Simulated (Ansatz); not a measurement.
# What CaSiS3 in R-3c, a phase reached by a soft mode distorts into, part 3 of 3

Wanted: the energy along a soft mode of CaSiS3 in R-3c, a phase reached by a soft mode and the structure at the end.

Ansatz 0.2.0; DFT LDA, scalar-relativistic, plane waves, PAW; PAW set soft_1.

So far. Step 5 (Energy along the mode, all amplitudes (two of the runs …): The lowest of the steps tried is at 0.22 Å, 3.14 meV/atom below the parent; the bottom of the well need not coincide with a step. Step 7 (The new phase in its own primitive cell): The largest force component left is 0.23 meV/Å and the pressure is -0.001 GPa, within the tolerances set. The cell now holds 18.91 Å³/atom.

The structure was built from a prototype and need not be the compound's stable phase.

## Step 8: Modes of the new phase

A relaxed structure may still be a saddle point, so its zone-centre modes are computed. The response to a homogeneous field gives the Born charges and the dielectric tensor.

Contents of input.yaml:

```yaml
crystal:
  lattice:
    - [6.1829645665, -2.9351589455, 0.0]
    - [6.1829645665, 2.9351589455, 0.0]
    - [-2.7751943148, 0.0, 5.2108091537]
  atoms:
    - { symbol: Ca, position: [0.7478508846, 0.2969107802, 0.7239917486] }
    - { symbol: Ca, position: [0.2969107802, 0.7478508846, 0.2239917486] }
    - { symbol: Si, position: [0.0274542853, 0.5478970176, 0.5426730402] }
    - { symbol: Si, position: [0.5478970176, 0.0274542853, 0.0426730402] }
    - { symbol: S, position: [0.7487993122, 0.6556146478, 0.1741082509] }
    - { symbol: S, position: [0.1772608589, 0.3388632054, 0.8559061094] }
    - { symbol: S, position: [0.3388632054, 0.1772608589, 0.3559061094] }
    - { symbol: S, position: [0.6556146478, 0.7487993122, 0.6741082509] }
    - { symbol: S, position: [0.1810256426, 0.7781010699, 0.7030985552] }
    - { symbol: S, position: [0.7781010699, 0.1810256426, 0.2030985552] }
kpoints:
  mp_grid: { grid: [6, 6, 6] }
hamiltonian:
  xc: lda
  pseudopotentials: { kind: paw, azcp: { folder: soft_1 }, xc_functional: pbe }
scf:
  occupations: { method: fixed }
output:
  eigenvalues: true
phonons:
  method: dfpt
  dielectric: true
  rigid_motions: translations
```

Launch:

```sh
$ ansatz run input.yaml --threads 4 --pin off --max-ram 16384MiB --backend cpu --events-out ev --progress --plain --runs-dir out
```

Numbers of over 12 decimals in the logs are rounded to 6 here.

What it wrote:

```text
[...]
Crystal: 10 atoms, lattice volume = 189.131 Å³
Basis set: ecut = 420 eV, 3687 PW (Γ), exchange–correlation on 96×96×80 points (8 copies of the dense FFT grid, shifted against one another)
Bands: 42, of which v1, the nominal top of the filled ones, is band 32 counted from 1 (31 counted from 0)
Symmetry: 2 space group operations
k-points: 112 of 216 (irreducible under 1 space group operation, time reversal used)
[...]
SCF iter   1: F=—  HF=-9995.235697 eV  |F-HF|=—  |Δ(HF+E_count)|=         —  Δρ=5.49e-2  dr2=1.37e1  ethr=3.10e-3  ⟨swp⟩=8.0  Hψ=25354  notcnv=0  defer=840
[...]
SCF iter  11: F=-9991.252667 eV  HF=-9991.252667 eV  |F-HF|=1.82e-11  |Δ(HF+E_count)|=  8.91e-11  Δρ=1.61e-7  dr2=5.66e-11  ethr=1.00e-12  ⟨swp⟩=24.2  Hψ=45656  notcnv=0
SCF 1 converged in 11 iterations: F = -9991.252667 eV  dr2 = 5.66e-11
[...]
NSCF: frozen V_eff on 3 k-points
[...]
Bands: 33, of which v1, the nominal top of the filled ones, is band 32 counted from 1 (31 counted from 0)
k-points: 144 of 512 (time reversal used)
[...]
Eigensolver: Dense (144 Hₖ)
SCF iter   1: F=—  HF=-9991.176029 eV  |F-HF|=—  |Δ(HF+E_count)|=         —  Δρ=2.22e-4  dr2=3.04e-5  ethr=1.00e-1
[...]
SCF iter   4: F=-9991.176037 eV  HF=-9991.176037 eV  |F-HF|=2.14e-9  |Δ(HF+E_count)|=   1.61e-8  Δρ=1.95e-6  dr2=1.01e-8  ethr=2.07e-10
SCF 1 converged in 4 iterations: F = -9991.176037 eV  dr2 = 1.01e-8
[...]
SCF converged after 11 iterations
Free energy (F): -9991.252667 eV
[...]
Internal energy: -9991.252667 eV  (E = F + TS)
E sigma→0 (E₀):  -9991.252667 eV
Fermi energy:    7.549224 eV
[...]
--- Band table (eV; the first three rows and the last of 112) ---
  k-point 0: bands = [... 28 lower, 6.2707, 6.5530, 7.1886, 7.5492, 8.8913, 9.3389, 10.1685, 10.7322, ... 6 higher]
  k-point 1: bands = [... 28 lower, 6.1778, 6.4047, 7.1296, 7.1357, 8.9391, 9.5604, 10.2758, 10.8118, ... 6 higher]
  k-point 2: bands = [... 28 lower, 6.2051, 6.2654, 6.6009, 7.0838, 8.8052, 9.5719, 10.6531, 10.8172, ... 6 higher]
  k-point 111: bands = [... 28 lower, 5.9059, 5.9059, 6.8207, 6.8207, 9.5246, 9.5246, 10.8918, 10.8918, ... 6 higher]
[...]
ASR residual: 1.829e-4 → 0.000e0 eV/Å²; symmetrization residual: 5.348e-6 eV/Å²
[...]
ε∞ (high-frequency dielectric tensor):
        7.791043    -0.000000    -2.126600
       -0.000000     9.926919     0.000000
       -2.126600     0.000000    10.475066
  ε⁰ (static dielectric tensor: ions relaxed, cell fixed):
       13.836461    -0.000000    -3.866752
       -0.000000    19.814035    -0.000000
       -3.866752    -0.000000    20.093871
  ε⁰ − ε∞ (ionic part):
        6.045418    -0.000000    -1.740152
       -0.000000     9.887116    -0.000000
       -1.740152    -0.000000     9.618805
[...]
Born effective charges Z* (e; rows j = field, columns β = displacement):
    site 0:
         2.47133    0.09821    0.16767
        -0.08079    2.45016    0.06951
         0.35915    0.24740    2.69996
    site 1:
         2.47133   -0.09821    0.16767
         0.08079    2.45016   -0.06951
         0.35915   -0.24740    2.69996
    site 2:
         3.13660   -0.62433   -0.57323
        -0.34720    3.94956   -1.05527
        -0.31726    0.83594    3.67557
    site 3:
         3.13660    0.62433   -0.57323
         0.34720    3.94956    1.05527
        -0.31726   -0.83594    3.67557
    site 4:
        -1.58929   -0.25994    0.39822
        -0.50948   -2.61568    0.24834
         0.00744    0.05989   -2.48164
    site 5:
        -1.74794   -0.08785    0.18421
        -0.36016   -1.93686   -0.25709
         0.12336   -0.03186   -1.99586
    site 6:
        -1.74794    0.08785    0.18421
         0.36016   -1.93686    0.25709
         0.12336    0.03186   -1.99586
    site 7:
        -1.58929    0.25994    0.39822
         0.50948   -2.61568   -0.24834
         0.00744   -0.05989   -2.48164
    site 8:
        -2.27070   -0.05282   -0.17688
        -0.18019   -1.84718    0.05127
        -0.17268   -0.07198   -1.89802
    site 9:
        -2.27070    0.05282   -0.17688
         0.18019   -1.84718   -0.05127
        -0.17268    0.07198   -1.89802
  Z* charge neutrality: 4.008e-2 e pre-enforcement
[...]
optical modes at Γ without the LO–TO term, one row a degenerate level:
      ω (cm⁻¹)  modes    IR ((D/Å)²/amu)
        104.38      1             1.4481
[...]
optical modes at Γ + LO–TO along q̂ = [1.0000, 0.0000, 0.0000]:
      ω (cm⁻¹)  modes    IR ((D/Å)²/amu)
[...]
optical modes at Γ + LO–TO along q̂ = [0.0000, 1.0000, 0.0000]:
      ω (cm⁻¹)  modes    IR ((D/Å)²/amu)
[...]
optical modes at Γ + LO–TO along q̂ = [0.0000, 0.0000, 1.0000]:
      ω (cm⁻¹)  modes    IR ((D/Å)²/amu)
[...]
242.22      1             5.6456
        268.46      1            10.6141
        281.62      1             9.5761
        317.00      1             3.3387
        324.88      1             6.3623
        369.21      1             1.9213
        393.03      1            16.3711
        408.34      1             1.7539
        409.31      1            30.6042
        417.58      1             2.0049
        511.57      1             0.0374
        524.52      1            23.9951
```

Wall time 11 min (4 threads of Arm Neoverse V1, shared host); peak memory 3.6 GiB.

Numbers from this step:

```
sum-rule residual before enforcement                    : 1.83e-4 eV/Å²
miss of the charge sum rule                             : 0.04008 e
estimated error of the dielectric tensor                : 0.04468
estimated error of the Born charges                     : 0.03646 e
point group                                             : m
highest optical mode at the zone centre (no LO-TO term) : 517.1 cm⁻¹
lowest optical zone-centre mode                         : 104.4 cm⁻¹
mean high-frequency dielectric constant                 : 9.398
largest Born charge (third of the trace)                : 3.587 e
mean static dielectric constant                         : 17.91
top of the zone-centre spectrum with the field          : 544.5 cm⁻¹
```

Patterns of degenerate modes are one choice out of their space. The modes at Γ (shares of kinetic energy by element, %):

```tsv
mode	frequency (cm⁻¹)	symmetry	Ca %	Si %	S %
1	0.0	acoustic	24	17	59
2	0.0	acoustic	24	17	59
3	0.0	acoustic	24	17	59
4	104.4	A''	37	5	58
5	116.5	A'	31	5	64
6	132.8	A''	63	6	30
7	139.9	A'	71	2	27
8	145.3	A''	45	2	53
9	146.2	A'	31	14	55
10	162.1	A''	64	10	27
11	166.1	A'	23	5	73
12	183.7	A'	34	3	63
13	184.2	A''	17	24	59
14	192.2	A''	13	0	87
15	197.9	A''	3	22	75
16	203.6	A'	33	28	40
17	219.8	A''	17	17	66
18	220.2	A'	4	12	85
19	231.9	A'	7	4	89
20	268.5	A''	11	19	70
21	269.1	A'	14	13	73
22	315.6	A'	4	11	85
23	317.0	A''	6	2	92
24	369.2	A''	0	29	71
25	383.1	A'	0	41	59
26	393.0	A''	0	41	58
27	408.3	A''	1	44	56
28	417.1	A'	0	67	33
29	511.6	A''	0	61	39
30	517.1	A'	0	61	39
```

Displacements in mode 4 (104.4 cm⁻¹), the largest set to 1:
```
Ca1 -0.96  0.98 -0.42
Ca2  0.96  0.98  0.42
Si3 -0.25 -0.52  0.27
Si4  0.25 -0.52 -0.27
S5   0.56 -0.74  0.09
S6  -1.00 -0.71 -0.61
S7   1.00 -0.71  0.61
S8  -0.56 -0.74 -0.09
S9  -0.57  0.68  0.73
S10  0.57  0.68 -0.73
```

Displacements in mode 26 (393.0 cm⁻¹), the largest set to 1:
```
Ca1  0.00 -0.01 -0.06
Ca2  0.00 -0.01  0.06
Si3 -0.31  1.00  0.36
Si4  0.31  1.00 -0.36
S5  -0.19 -0.05  0.50
S6  -0.14 -0.88  0.62
S7   0.14 -0.88 -0.62
S8   0.19 -0.05 -0.50
S9   0.21  0.07 -0.01
S10 -0.21  0.07  0.01
```

Optical modes at the zone centre, without and with the macroscopic field of the longitudinal modes; each column is sorted by frequency, so a row need not hold one and the same mode. Modes with and without the field, by row:

```tsv
rank among optical modes	no field (cm⁻¹)	q along (1, 0, 0) (cm⁻¹)	q along (0, 1, 0) (cm⁻¹)	q along (0, 0, 1) (cm⁻¹)
1	104.4	104.4	108.1	104.4
2	116.5	116.6	116.5	119.2
3	132.8	132.8	133.1	132.8
4	139.9	141.4	139.9	140
5	145.3	145.3	145.7	145.3
6	146.2	147	146.2	146.2
7	162.1	162.1	162.4	162.1
8	166.1	167.5	166.1	166.1
9	183.7	184.2	183.7	184.2
10	184.2	185.6	184.2	192.2
11	192.2	192.2	192.3	192.3
12	197.9	197.9	198.1	197.9
13	203.6	215.7	203.6	207.1
14	219.8	219.8	220.2	219.8
15	220.2	229	231.9	229.1
16	231.9	241.5	241.8	242.2
17	268.5	268.5	269.1	268.5
18	269.1	276.5	291.3	281.6
19	315.6	317	315.6	317
20	317	319	325.2	324.9
21	369.2	369.2	371	369.2
22	383.1	391.6	383.1	393
23	393	393	406.3	408.3
24	408.3	408.3	417.1	409.3
25	417.1	418.4	434	417.6
26	511.6	511.6	511.6	511.6
27	517.1	544.5	517.1	524.5
```

Born charge (rows field, columns displacement) (e), principal values of the symmetric part by kind of site:

```tsv
atom	atoms with these values	low	middle	high	mean
Ca1	2	2.26	2.45	2.91	2.54
Si3	2	2.70	3.86	4.20	3.59
S5	2	-2.86	-2.38	-1.44	-2.23
S6	2	-2.12	-2.05	-1.51	-1.89
S9	2	-2.36	-1.86	-1.79	-2.01
```

In full for S5:

```
-1.59 -0.26  0.40
-0.51 -2.62  0.25
 0.01  0.06 -2.48
```

High-frequency dielectric tensor:

```
 7.79  0.00 -2.13
 0.00  9.93  0.00
-2.13  0.00 10.48
```

Static dielectric tensor (ions relaxed, fixed cell):

```
13.84  0.00 -3.87
 0.00 19.81  0.00
-3.87  0.00 20.09
```

Transverse modes. Lines of the infrared spectrum (strongest = 100):

```tsv
position (cm⁻¹)	lines merged	relative intensity
104	1	5.0
116	1	4.5
133	1	0.6
140	1	2.9
145	1	0.8
146	1	1.1
162	1	0.7
166	1	3.1
184	2	35
192	1	0.3
198	1	0.7
204	1	41
220	2	100
232	1	7.9
268	1	37
269	1	26
316	1	21
317	1	12
369	1	6.7
383	1	65
393	1	57
408	1	6.1
417	1	2.5
512	1	0.1
517	1	76
```

Before it was imposed, the acoustic sum rule was missed by 1.8e-4 eV/Å² and the charge sum rule by 0.040 e. The charge miss is large and points to the mesh or the basis. The lowest optical mode is real, 104 cm⁻¹.

The log warns of the k mesh: “the force constants stand on the 6×6×6 k-mesh, whose period is 11.41 times the interband length at k = (0.0000, 0.0000, 0.0000), direct gap 1.342 eV, under 14: take them and everything formed from them as unconverged”.

## Step 9: What came out

```json
{
 "unstable mode of the parent": "q = (0, 0, 0), 77i cm⁻¹",
 "depth at the lowest point sampled": "3.14 meV/atom",
 "largest atomic shift at that point": "0.22 Å",
 "space group reached (within 0.01 Å)": "Cc",
 "energy gained over the parent (first relaxation, on the mesh of the frozen mode)": "97.2 meV/atom",
 "volume per atom, phase reached": "18.9 Å³",
 "gap on the k-mesh, phase reached": "1.22 eV",
 "lowest optical zone-centre mode, phase reached": "104 cm⁻¹",
 "highest optical mode at the zone centre (no LO-TO term), phase reached": "517 cm⁻¹"
}
```

**Reading.** Along this mode the structure falls into Cc, 97.2 meV/atom below the parent. At the parent's cell the well is 3.137 meV/atom deep on the steps tried, with its lowest point at a shift of 0.22 Å. Relaxing atoms and cell changes the gain by +94.08 meV/atom against the lowest step (energies at zero smearing). Most of the total comes from this relaxation. The new phase has no imaginary mode at the zone centre of its cell; other wavevectors were not checked. Of the 2 patterns followed to their end from this parent, this one reaches the lowest energy. Each path keeps the symmetry of its pattern, so a lower phase may lie along a pattern not tried. With the field response the log warns that the k mesh is coarse for the force constants too, so the frequencies may not be converged. The PAW files were made for PBE and serve the other functionals too. The starting cell was built on a prototype and not taken from a measurement, so the phase need not exist.

[Logs are printed without paths, hosts, clocks, repeated set-up lines and the standing remarks that a program may print on its own settings, such as how far it seeks lower states.]

[Hosts, paths, dates, database ids (printed as entryN), source tags and the programs' standing remarks are cut or masked in the printed files.]
